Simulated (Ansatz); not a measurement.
# ZrPbSe3 (model cell, started as cubic perovskite with Zr in the octahedra): following an unstable mode

Which phase does ZrPbSe3 (model cell, started as cubic perovskite with Zr in the octahedra) fall into along its unstable mode, and how much energy does it gain?

Program: Ansatz 0.2.0. Level of theory: DFT LDA, scalar-relativistic, plane waves, PAW; PAW set soft_1. Results are calculated unless marked as measured.

The structure was built from a prototype and need not be the compound's stable phase.

### Step 1. Set-up

Symmetry: Pm-3m, No. 221, cubic system. The conventional cell has a = 5.116 Å, b = 5.116 Å, c = 5.116 Å, α = 90.00°, β = 90.00°, γ = 90.00°. Pb has 12 Se at 3.62 Å nearest. Zr has 6 Se at 2.56 Å nearest. Se has 2 Zr at 2.56 Å nearest. Farther neighbours and most contacts between anions are not listed.

### Step 2. The dispersion

The cell comes from relaxations at this level that are not shown. Stability and thermal properties need the whole zone. Linear response on a 2×2×2 q mesh gives force constants as far as a supercell of that size would.

File input.yaml:

```yaml
crystal:
  lattice:
    - [5.1163184678, 0.0, 0.0]
    - [0.0, 5.1163184678, 0.0]
    - [0.0, 0.0, 5.1163184678]
  atoms:
    - { symbol: Pb, position: [0.0, 0.0, 0.0] }
    - { symbol: Zr, position: [0.5, 0.5, 0.5] }
    - { symbol: Se, position: [0.5, 0.5, 0.0] }
    - { symbol: Se, position: [0.5, 0.0, 0.5] }
    - { symbol: Se, position: [0.0, 0.5, 0.5] }
kpoints:
  mp_grid: { grid: [8, 8, 8] }
hamiltonian:
  xc: lda
  pseudopotentials: { kind: paw, azcp: { folder: soft_1 }, xc_functional: pbe }
scf:
  occupations: { method: methfessel_paxton, width: 0.2 }
output:
  eigenvalues: true
phonons:
  method: dfpt
  qmesh: [2, 2, 2]
  temperatures: { t_max: 1000, t_step: 50 }
  qpath:
    path:
      - [[0.0, 0.0, 0.0], [0.0, 0.5, 0.0], [0.5, 0.5, 0.0], [0.0, 0.0, 0.0], [0.5, 0.5, 0.5], [0.0, 0.5, 0.0]]
      - [[0.5, 0.5, 0.5], [0.5, 0.5, 0.0]]
    npoints: 10
```

Started as:

```
$ ansatz run input.yaml --threads 4 --pin off --max-ram 16384MiB --backend cpu --events-out ev --progress --plain --runs-dir out
```

Numbers of over 12 decimals in the logs are rounded to 6 here.

What it wrote:

```text
Engine: ansatz 0.2.0, aarch64-unknown-linux-gnu
Pseudopotentials: kind: paw
Pseudopotential: Pb, paw, valence charge 14, recommended cutoff 420 eV (normal), soft_1/Pb.paw.azcp
Pseudopotential: Zr, paw, valence charge 12, recommended cutoff 420 eV (normal), soft_1/Zr.paw.azcp
Pseudopotential: Se, paw, valence charge 16, recommended cutoff 420 eV (normal), soft_1/Se.paw.azcp
Functional definition: SPW92
  exchange = slater_x
  correlation = pw_c
Crystal: 5 atoms, lattice volume = 133.928 Å³
Basis set: ecut = 420 eV, 2601 PW (Γ), exchange–correlation on 72×72×72 points (8 copies of the dense FFT grid, shifted against one another)
Bands: 45, of which v1, the nominal top of the filled ones, is band 37 counted from 1 (36 counted from 0)
Symmetry: 48 space group operations
k-points: 35 of 512
Non-local potential: Pb, projectors of the file, l = 0: 2, l = 1: 2, l = 2: 2, l = 3: 1
Non-local potential: Zr, projectors of the file, l = 0: 3, l = 1: 2, l = 2: 2, l = 3: 1
Non-local potential: Se, projectors of the file, l = 0: 2, l = 1: 2, l = 2: 3, l = 3: 1
PAW form: soft (Blöchl's): semilocal exchange-correlation on the pseudo side does not see the compensation charge
PAW frozen core: Pb, regenerated for the run's functional, and the local potential with it (the file was generated under x = pbe(κ = 0.804, μ = 0.219515), c = pbe(β = 0.066725))
PAW frozen core: Zr, regenerated for the run's functional, and the local potential with it (the file was generated under x = pbe(κ = 0.804, μ = 0.219515), c = pbe(β = 0.066725))
PAW frozen core: Se, regenerated for the run's functional, and the local potential with it (the file was generated under x = pbe(κ = 0.804, μ = 0.219515), c = pbe(β = 0.066725))
PAW one-centre angular grid: Pb, 590 points (default); XC on 64 Gauss nodes
PAW one-centre angular grid: Zr, 590 points (default); XC on 64 Gauss nodes
PAW one-centre angular grid: Se, 590 points (default); XC on 64 Gauss nodes
Initial density: superposition of atomic densities (chi_scale 0.1, normalization cell, long waves kept (reshape's long-wave potential 0.00 eV rms))
Initial wavefunctions: pseudopotential atomic-orbital guess
Functional: x = slater, c = lda
SCF iter   1: F=—  HF=-31839.343632 eV  |F-HF|=—  |Δ(HF+E_count)|=         —  Δρ=7.12e-2  dr2=2.48e1  ethr=3.10e-3  ⟨swp⟩=6.8  Hψ=5752  notcnv=0
preconditioner: auto → Resta (q_TF=auto, 2.471 Å⁻¹)  ε∞=4.5  [insulator: Δε(μ)=0.137 eV  Ē_g=10.327 eV  σ=0.200 eV  W_gap=0.54  n_scr=32 (ndim 8)  ℏωp=19.3 eV  f_vac=0.002  D(μ)=1.46/eV (n_scr^D=6)  ε∞_Penn≈4.5]
SCF iter   2: F=—  HF=-31835.960883 eV  |F-HF|=—  |Δ(HF+E_count)|=    3.38e0  S|Δr|=    0.00e0  Δρ=3.19e-2  dr2=5.42e0  ethr=3.10e-3  ⟨swp⟩=3.0  Hψ=2606  notcnv=0  defer=32
preconditioner: auto → Kerker (q_TF=auto, 2.471 Å⁻¹)  [metal: Δε(μ)=0.038 eV  Ē_g=10.776 eV  σ=0.200 eV  W_gap=0.16  n_scr=32 (ndim 8)  ℏωp=19.3 eV  f_vac=0.002  D(μ)=3.81/eV (n_scr^D=26)]
SCF iter   3: F=—  HF=-31834.784994 eV  |F-HF|=—  |Δ(HF+E_count)|=    1.18e0  S|Δr|=    0.00e0  Δρ=7.94e-3  dr2=3.10e-1  ethr=3.10e-3  ⟨swp⟩=3.0  Hψ=2514  notcnv=0  defer=41
SCF iter   4: F=—  HF=-31834.716357 eV  |F-HF|=—  |Δ(HF+E_count)|=   6.86e-2  S|Δr|=    0.00e0  Δρ=1.83e-3  dr2=5.12e-3  ethr=4.19e-4  ⟨swp⟩=1.9  Hψ=2147  notcnv=0  defer=45
SCF iter   5: F=—  HF=-31834.716426 eV  |F-HF|=—  |Δ(HF+E_count)|=   6.92e-5  S|Δr|=    0.00e0  Δρ=5.99e-4  dr2=5.88e-4  ethr=6.92e-6  ⟨swp⟩=2.0  Hψ=2801  notcnv=0  defer=45
SCF iter   6: F=—  HF=-31834.715855 eV  |F-HF|=—  |Δ(HF+E_count)|=   5.71e-4  S|Δr|=    0.00e0  Δρ=2.73e-4  dr2=1.68e-4  ethr=7.95e-7  ⟨swp⟩=2.0  Hψ=2792  notcnv=0  defer=45
SCF iter   7: F=—  HF=-31834.715825 eV  |F-HF|=—  |Δ(HF+E_count)|=   3.00e-5  S|Δr|=    0.00e0  Δρ=1.12e-4  dr2=5.75e-5  ethr=2.27e-7  ⟨swp⟩=2.1  Hψ=1974  notcnv=0  defer=45
SCF iter   8: F=—  HF=-31834.715815 eV  |F-HF|=—  |Δ(HF+E_count)|=   1.01e-5  S|Δr|=    0.00e0  Δρ=4.30e-5  dr2=6.50e-6  ethr=7.76e-8  ⟨swp⟩=1.9  Hψ=1626  notcnv=0  defer=45
SCF iter   9: F=—  HF=-31834.715815 eV  |F-HF|=—  |Δ(HF+E_count)|=   1.43e-7  S|Δr|=    0.00e0  Δρ=1.24e-5  dr2=4.43e-7  ethr=8.78e-9  ⟨swp⟩=2.0  Hψ=1752  notcnv=0  defer=45
SCF iter  10: F=—  HF=-31834.715815 eV  |F-HF|=—  |Δ(HF+E_count)|=   7.49e-8  S|Δr|=    0.00e0  Δρ=2.38e-6  dr2=1.27e-8  ethr=5.98e-10  ⟨swp⟩=2.0  Hψ=1875  notcnv=0  defer=45
SCF iter  11: F=—  HF=-31834.715815 eV  |F-HF|=—  |Δ(HF+E_count)|=   1.66e-9  S|Δr|=    0.00e0  Δρ=5.81e-7  dr2=4.73e-10  ethr=1.71e-11  ⟨swp⟩=2.1  Hψ=2266  notcnv=0  defer=45
SCF iter  12: F=—  HF=-31834.715815 eV  |F-HF|=—  |Δ(HF+E_count)|=  5.46e-11  S|Δr|=    0.00e0  Δρ=1.27e-7  dr2=3.07e-11  ethr=1.00e-12  ⟨swp⟩=2.4  Hψ=2637  notcnv=0  defer=45
SCF iter  13: F=-31834.715815 eV  HF=-31834.715815 eV  |F-HF|=2.18e-11  |Δ(HF+E_count)|=  7.28e-12  S|Δr|=    0.00e0  Δρ=3.63e-8  dr2=2.21e-12  ethr=1.00e-12  ⟨swp⟩=13.0  Hψ=8234  notcnv=0
SCF 1 converged in 13 iterations: F = -31834.715815 eV  dr2 = 2.21e-12
  greatest PAW one-centre occupation: 1.000 electrons in one spin orbital (limit 2), on the Se atom at site 2 (counted from 0), in its partial waves of l = 2
Initial density: read from a saved state, or passed on in memory by an earlier SCF of this step, an earlier step, the calling program or the single point that the run made first
iter 1 solved again at ethr=1.25e-7 eV; its pass at ethr=3.10e-3 eV (dr2=9.26e-5 eV) is discarded
SCF iter   1: F=—  HF=-31834.715817 eV  |F-HF|=—  |Δ(HF+E_count)|=         —  Δρ=4.35e-7  dr2=3.26e-10  ethr=1.25e-7  ⟨swp⟩=3.3  Hψ=10426  notcnv=0
eigensolver tolerance schedule: the retry pair's looser diagonalisation over-reported the residual by 284259.67 of it (diagonalisation noise at an unbounded share of the residual, at the tolerance the schedule requests for it); recorded, not acted on — ethr = c·dr2/N_el stays at c = 1.0e-1
preconditioner: auto → Kerker (q_TF=auto, 2.471 Å⁻¹)  [metal: Δε(μ)=0.142 eV  Ē_g=11.398 eV  σ=0.200 eV  W_gap=0.48  n_scr=32 (ndim 8)  ℏωp=19.3 eV  f_vac=0.015  D(μ)=0.99/eV (n_scr^D=0)]
SCF iter   2: F=—  HF=-31834.715815 eV  |F-HF|=—  |Δ(HF+E_count)|=   1.58e-6  S|Δr|=    0.00e0  Δρ=2.73e-7  dr2=1.67e-10  ethr=1.00e-12  ⟨swp⟩=3.9  Hψ=4263  notcnv=0
SCF iter   3: F=—  HF=-31834.715815 eV  |F-HF|=—  |Δ(HF+E_count)|=  1.46e-11  S|Δr|=    0.00e0  Δρ=1.64e-7  dr2=5.40e-11  ethr=1.00e-12  ⟨swp⟩=1.0  Hψ=1575  notcnv=0
SCF iter   4: F=—  HF=-31834.715815 eV  |F-HF|=—  |Δ(HF+E_count)|=  1.82e-11  S|Δr|=    0.00e0  Δρ=9.26e-8  dr2=1.58e-11  ethr=1.00e-12  ⟨swp⟩=1.0  Hψ=1575  notcnv=0
SCF iter   5: F=-31834.715815 eV  HF=-31834.715815 eV  |F-HF|=1.46e-11  |Δ(HF+E_count)|=  1.09e-11  S|Δr|=    0.00e0  Δρ=3.33e-8  dr2=1.71e-12  ethr=1.00e-12  ⟨swp⟩=4.1  Hψ=3642  notcnv=0
SCF 2 converged in 5 iterations: F = -31834.715815 eV  dr2 = 1.71e-12
  greatest PAW one-centre occupation: 1.000 electrons in one spin orbital (limit 2), on the Se atom at site 4 (counted from 0), in its partial waves of l = 2
phonons: the bands overlap, so this run is a metal and interpolates without the dipole-dipole term. If the crystal is really an insulator or semiconductor, its LO-TO splitting is missing
NSCF: frozen V_eff on 35 k-points
NSCF: frozen V_eff on 125 k-points
DFPT response loops at q = (0, 0, 0) (fractional): preconditioner auto → Kerker (q_TF=auto, 2.471 Å⁻¹) (partly filled bands, converged f_vac=0.015); β = 1.00, the filter's whole step (`scf.mixing.beta` (0.50) is not read by the response loops under this deck's `scf.mixing.preconditioner`; to damp them name `kerker` or `kerker_dos`, under which they read `scf.mixing.beta`, and type it under 1.00, their step now; both keys bind the ground state too); Broyden in place of MSR1
NSCF: frozen V_eff on 250 k-points
DFPT response loops at q = (0, 0, -0.5) (fractional): mixed as the last ones told, above
NSCF: frozen V_eff on 250 k-points
DFPT response loops at q = (0, -0.5, -0.5) (fractional): mixed as the last ones told, above
NSCF: frozen V_eff on 250 k-points
DFPT response loops at q = (-0.5, -0.5, -0.5) (fractional): mixed as the last ones told, above
SCF converged after 13 iterations
Stability not checked: this state was not tested for a lower state beside it, because cold or Methfessel-Paxton smearing, or corrected tetrahedra, fill the levels in a way that the test cannot read (fill_not_monotonic; see scf.lower_state_search)
Free energy (F): -31834.715815 eV
Harris-Foulkes:  -31834.715815 eV  (|F-HF|=2.18e-11)
Internal energy: -31834.719633 eV  (E = F + TS)
E sigma→0 (E₀):  -31834.716770 eV
Entropy (-TS):   0.003818 eV (0.764 meV/atom)
Fermi energy:    8.855249 eV
--- Per-component energies (eV) ---
  E_band       = -1351.674087
  E_kinetic    = 943.972818
  E_local      = -10120.639731  (includes V_loc(G=0)·N_el)
  E_nonlocal   = -665.188050
  E_hartree    = 5015.886261
  E_xc         = -613.694186
  E_vxc        = -594.723495  (∫ρ·V_xc dr)
  E_paw        = -19082.516027  (= ΣΔE_a)
  E_vpaw       = -946.866968  (= ΣTr[D̂ρ^β])
  E_aug_tail   = -0.001164  (compensation charges beyond the density's cutoff)
  E_ewald      = -7319.484410
  E_core_change = 6.944856  (= ΣΔE_core)
  E_smearing   = 0.003818  (= −TS)
  E_closure    = -0.000000  (closes the sum)
  Σ components = -31834.715815   (vs F -31834.715815, Δ=0.00e0)
--- Band table (eV; the first three rows and the last of 35) ---
  k-point 0: bands = [... 33 lower, 7.4666, 7.9794, 7.9794, 7.9794, 8.8676, 8.8676, 8.8676, 11.1750, ... 4 higher]
  k-point 1: bands = [... 33 lower, 7.3844, 7.5216, 7.8927, 7.8927, 8.8760, 9.3545, 9.3545, 10.9121, ... 4 higher]
  k-point 2: bands = [... 33 lower, 6.9747, 7.2024, 7.9329, 7.9329, 8.8964, 10.0541, 10.1080, 10.1080, ... 4 higher]
  k-point 34: bands = [... 33 lower, 4.7658, 8.8749, 8.8749, 8.8749, 10.2986, 10.2986, 10.2986, 13.1016, ... 4 higher]
--- Phonons (Γ-DFPT): 4 representative perturbations + reference (Σ response iterations 12) ---
  ASR residual: 1.709e-4 → 0.000e0 eV/Å²; symmetrization residual: 1.650e-5 eV/Å²
  ASR residual per site (eV/Å²): 1.71e-4 1.52e-5 5.75e-5 5.75e-5 5.75e-5
  Γ frequencies (cm⁻¹): -93.56 -93.56 -93.56 -84.43 -84.43 -84.43 -57.34 -57.34 -57.34 0.00 0.00 0.00 254.60 254.60 254.60
--- Phonons (arbitrary-q DFPT): 4 irreducible q on the 2×2×2 mesh ---
  q = [0.0000, 0.0000, 0.0000] (star 1, of the zone-centre solve; hermiticity 2.47e-6, symmetrization 5.50e-12): -93.56 -93.56 -93.56 -84.43 -84.43 -84.43 -57.34 -57.34 -57.34 -0.00 0.00 0.00 254.60 254.60 254.60
  q = [0.0000, 0.0000, -0.5000] (star 3, 9 solved perturbations in 975 linear systems a pass and spin channel, the states on 125 of 512 k-point pairs; hermiticity 2.40e-6, symmetrization 2.75e-9): -79.71 -79.71 -69.59 -69.59 -68.70 -44.98 -44.98 -16.71 45.69 45.69 65.79 199.77 258.09 258.09 264.73
  q = [0.0000, -0.5000, -0.5000] (star 3, 9 solved perturbations in 975 linear systems a pass and spin channel, the states on 125 of 512 k-point pairs; hermiticity 2.32e-6, symmetrization 2.43e-9): -125.06 -81.21 -81.21 -46.60 -45.89 21.26 21.26 40.01 40.01 98.09 184.34 196.63 196.63 260.39 278.88
  q = [-0.5000, -0.5000, -0.5000] (star 1, 4 solved perturbations in 350 linear systems a pass and spin channel, the states on 125 of 512 k-point pairs; hermiticity 4.80e-7, symmetrization 1.45e-9): -121.36 -121.36 -121.36 -67.11 -67.11 -67.11 89.51 89.51 89.51 150.60 150.60 198.03 198.03 198.03 290.50
  sum rule: each row above includes the acoustic sum rule's correction from the zone centre's row sums; it moved no ω² by more than (0.47 cm⁻¹)²
  mesh force constants: q→R imaginary residual 4.84e-18; ASR residual 1.709e-4 → 0.000e0 eV/Å²; symmetrization residual 1.066e-14 eV/Å²
  interpolated dispersion: 62 rows × 15 modes
  density of states and harmonic sums: on the 12×12×12 q-mesh, interpolated from the force constants of a 2×2×2 supercell (no non-analytic term)
  largest difference from the sums on the solved wave vectors: F 6.85e-2 eV, S 1.12e-4 and C_V 4.35e-5 eV/K
  zero-point energy: 0.077439 eV/cell   skipped modes (ω ≤ 0): 564, of them read as no rigid motion or as one in doubt: 561 (6.622e0 modes/cell left out, lowest -125.06 cm⁻¹)   left out of the sums: 4.42e-1 of the cell's modes: C_V's classical limit lies that fraction below 3 k_B per atom; for a crystal, a wire or a layer, F and S can be off by more, and a phonons.interpolated_qmesh denser along its periods is the remedy for the sampling
```

Run time: 8.8 min. Hardware: 4 threads of Arm Neoverse V1, shared host; peak memory 2 GiB.

The column dr2 measures how far the density is from self-consistency, as an energy; F and HF (Harris–Foulkes) agree once it is small.

Numbers from this step:

* volume per atom: 26.79 Å³
* gap on the k-mesh: 0 eV
* sum-rule residual before enforcement: 1.71e-4 eV/Å²
* lowest frequency on the path: -125.1 cm⁻¹
* point group: m-3m
* highest frequency on the path or at a solved wavevector: 292.3 cm⁻¹
* highest optical mode at the zone centre (no LO-TO term): 254.6 cm⁻¹
* lowest optical zone-centre mode: -93.56 cm⁻¹
* lowest mode on the q mesh (acoustic modes at Γ apart): -125.1 cm⁻¹

Frequencies (cm⁻¹) solved at each irreducible wavevector; negative means imaginary. Frequencies by wavevector, by row:

```tsv
q in reciprocal lattice units	star	mode 1	mode 2	mode 3	mode 4	mode 13	mode 14	mode 15
0 0 0	1	-93.6	-93.6	-93.6	-84.4	254.6	254.6	254.6
0 0 -0.5	3	-79.7	-79.7	-69.6	-69.6	258.1	258.1	264.7
0 -0.5 -0.5	3	-125.1	-81.2	-81.2	-46.6	196.6	260.4	278.9
-0.5 -0.5 -0.5	1	-121.4	-121.4	-121.4	-67.1	198	198	290.5
```

Interpolated from a 2×2×2 q mesh. The phonon branches at the labelled points (cm⁻¹):

```tsv
point	branch 1	branch 2	branch 3	branch 4	branch 12	branch 13	branch 14	branch 15
Γ	-94	-94	-94	-84	0	255	255	255
halfway	-87	-87	-77	-73	131	256	256	261
X	-80	-80	-70	-70	200	258	258	265
halfway	-105	-77	-75	-61	198	225	259	278
M	-125	-81	-81	-47	197	197	260	279
halfway	-96	-80	-75	-70	134	241	258	274
Γ	-94	-94	-94	-84	0	255	255	255
halfway	-99	-90	-90	-64	139	238	238	286
R	-121	-121	-121	-67	198	198	198	290
halfway	-107	-97	-91	-66	198	212	235	290
X	-80	-80	-70	-70	200	258	258	265
jump to R	-121	-121	-121	-67	198	198	198	290
halfway	-123	-101	-101	-65	197	197	221	291
M	-125	-81	-81	-47	197	197	260	279
```

Symmetry leaves 4 wavevectors to solve. The lowest mode among them, the acoustic zeros apart, lies at q = (0, -0.5, -0.5) and is imaginary, 125.1i cm⁻¹, so the energy falls along it.

### Step 3. The mode frozen in, largest atomic shift 0 Å

The mode followed lies at q = (-0.5, -0.5, -0.5) with frequency 121.4i cm⁻¹ and is 3-fold degenerate, one of the unstable modes though not the softest. At small amplitude the distorted cell has space group no. 74 by a symmetry search on the positions. The undistorted cell that holds it gives the zero of energy on the same k mesh.

System of this step: ZrPbSe3 (model cell, started as cubic perovskite with Zr in the octahedra). The structure is cubic, space group Pm-3m (No. 221). The conventional cell has a = 5.116 Å, b = 5.116 Å, c = 5.116 Å, α = 90.00°, β = 90.00°, γ = 90.00°. Nearest to Pb lie 12 Se at 3.62 Å. Nearest to Zr lie 6 Se at 2.56 Å. Nearest to Se lie 2 Zr at 2.56 Å. Farther neighbours and most contacts between anions are not listed.

input.yaml, the sections that differ from step 2:

```yaml
crystal:
  lattice:
    - [5.1163184678, 5.1163184678, 0.0]
    - [5.1163184678, 0.0, 5.1163184678]
    - [5.1163184678, 0.0, -5.1163184678]
  atoms:
    - { symbol: Pb, position: [0.0, 0.5, 0.5] }
    - { symbol: Pb, position: [0.0, 0.0, 0.0] }
    - { symbol: Zr, position: [0.5, 0.25, 0.75] }
    - { symbol: Zr, position: [0.5, 0.75, 0.25] }
    - { symbol: Se, position: [0.5, 0.0, 1.0] }
    - { symbol: Se, position: [0.5, 0.5, 0.5] }
    - { symbol: Se, position: [0.0, 0.5, 0.0] }
    - { symbol: Se, position: [0.0, 0.0, 0.5] }
    - { symbol: Se, position: [0.5, 0.5, 0.0] }
    - { symbol: Se, position: [0.5, 0.0, 0.5] }
output:
  forces: true
  stress: true
  eigenvalues: true
# kpoints, hamiltonian, scf: as in step 2
# phonons: removed
```

What it wrote:

```text
[...]
Crystal: 10 atoms, lattice volume = 267.857 Å³
Basis set: ecut = 420 eV, 5209 PW (Γ)
Bands: 89, of which v1, the nominal top of the filled ones, is band 74 counted from 1 (73 counted from 0)
Symmetry: 96 space group operations
[...]
k-points: 29 of 512
[...]
k-point 0: bands = [... 70 lower, 7.9801, 8.8624, 8.8624, 8.8624, 8.8781, 8.8781, 8.8781, 10.2950, ... 11 higher]
  k-point 1: bands = [... 70 lower, 7.8208, 8.7508, 8.7508, 8.8068, 9.1119, 9.1349, 9.1349, 10.0721, ... 11 higher]
  k-point 2: bands = [... 70 lower, 7.6343, 8.4181, 8.4181, 8.6152, 9.5688, 9.5903, 9.5903, 9.5912, ... 11 higher]
  k-point 28: bands = [... 70 lower, 7.1227, 7.1227, 8.0355, 8.0355, 9.6288, 9.6288, 10.0269, 10.0269, ... 11 higher]
[key lines of the parts left out:]
SCF converged after 10 iterations
Free energy (F): -63669.426466 eV
Fermi energy:    8.887934 eV
P = ⅓ Tr σ = 0.0271 GPa (0.271 kbar)
```

Wall time 15 s (4 threads); peak memory 1.1 GiB.

Numbers from this step:

```
pressure                         : 0.02712 GPa
energy from the undistorted cell : 0 meV/atom
```

The run ends at a pressure of 0.03 GPa.

### Step 4. The mode frozen in, largest atomic shift 0.6 Å

The atoms are moved along the unstable eigenvector, the largest shift by 0.6 Å, with the cell fixed.

input.yaml, the sections that differ from step 3:

```yaml
crystal:
  lattice:
    - [5.1163184678, 5.1163184678, 0.0]
    - [5.1163184678, 0.0, 5.1163184678]
    - [5.1163184678, 0.0, -5.1163184678]
  atoms:
    - { symbol: Pb, position: [0.0, 0.5, 0.5] }
    - { symbol: Pb, position: [0.0, 0.0, 0.0] }
    - { symbol: Zr, position: [0.5, 0.25, 0.75] }
    - { symbol: Zr, position: [0.5, 0.75, 0.25] }
    - { symbol: Se, position: [0.4170762979, 0.0829237021, 1.0829237021] }
    - { symbol: Se, position: [0.5829237021, 0.4170762979, 0.4170762979] }
    - { symbol: Se, position: [0.0, 0.5414618511, -0.0414618511] }
    - { symbol: Se, position: [0.0, -0.0414618511, 0.5414618511] }
    - { symbol: Se, position: [0.5, 0.5414618511, -0.0414618511] }
    - { symbol: Se, position: [0.5, -0.0414618511, 0.5414618511] }
# kpoints, hamiltonian, scf, output: as in step 3
```

What it wrote:

```text
[...]
Crystal: 10 atoms, lattice volume = 267.857 Å³
Basis set: ecut = 420 eV, 5209 PW (Γ)
Bands: 89, of which v1, the nominal top of the filled ones, is band 74 counted from 1 (73 counted from 0)
Symmetry: 8 space group operations
[...]
k-points: 95 of 512
[...]
k-point 0: bands = [... 70 lower, 7.9867, 8.0385, 8.1156, 8.3098, 8.9253, 8.9786, 9.2520, 10.1049, ... 8 higher]
  k-point 1: bands = [... 70 lower, 7.7860, 8.1173, 8.3421, 8.4047, 9.0570, 9.1608, 9.3402, 10.1225, ... 8 higher]
  k-point 2: bands = [... 70 lower, 7.6168, 8.0607, 8.2663, 8.2972, 9.3360, 9.5556, 9.6297, 10.0456, ... 8 higher]
  k-point 94: bands = [... 70 lower, 7.1360, 7.1360, 7.5759, 7.5759, 9.6314, 9.6314, 10.1029, 10.1029, ... 8 higher]
[key lines of the parts left out:]
SCF converged after 10 iterations
Free energy (F): -63671.026239 eV
Fermi energy:    8.708680 eV
P = ⅓ Tr σ = -1.8427 GPa (-18.427 kbar)
```

The job ended after 48 s (4 threads; peak memory 1.8 GiB).

Numbers from this step:

```
pressure                         : -1.843 GPa
gap on the k-mesh                : 0.3004 eV
energy from the undistorted cell : -159.9 meV/atom
```

The energy, extrapolated to zero smearing, is -159.90 meV/atom against the undistorted cell.

The run ends at a pressure of -1.84 GPa, with forces up to 0.62 eV/Å.

(Part 1 of 3 ends here.)

[Logs are printed without paths, hosts, clocks, repeated set-up lines and the standing remarks that a program may print on its own settings, such as how far it seeks lower states.]

[Hosts, paths, dates, database ids (printed as entryN), source tags and the programs' standing remarks are cut or masked in the printed files.]
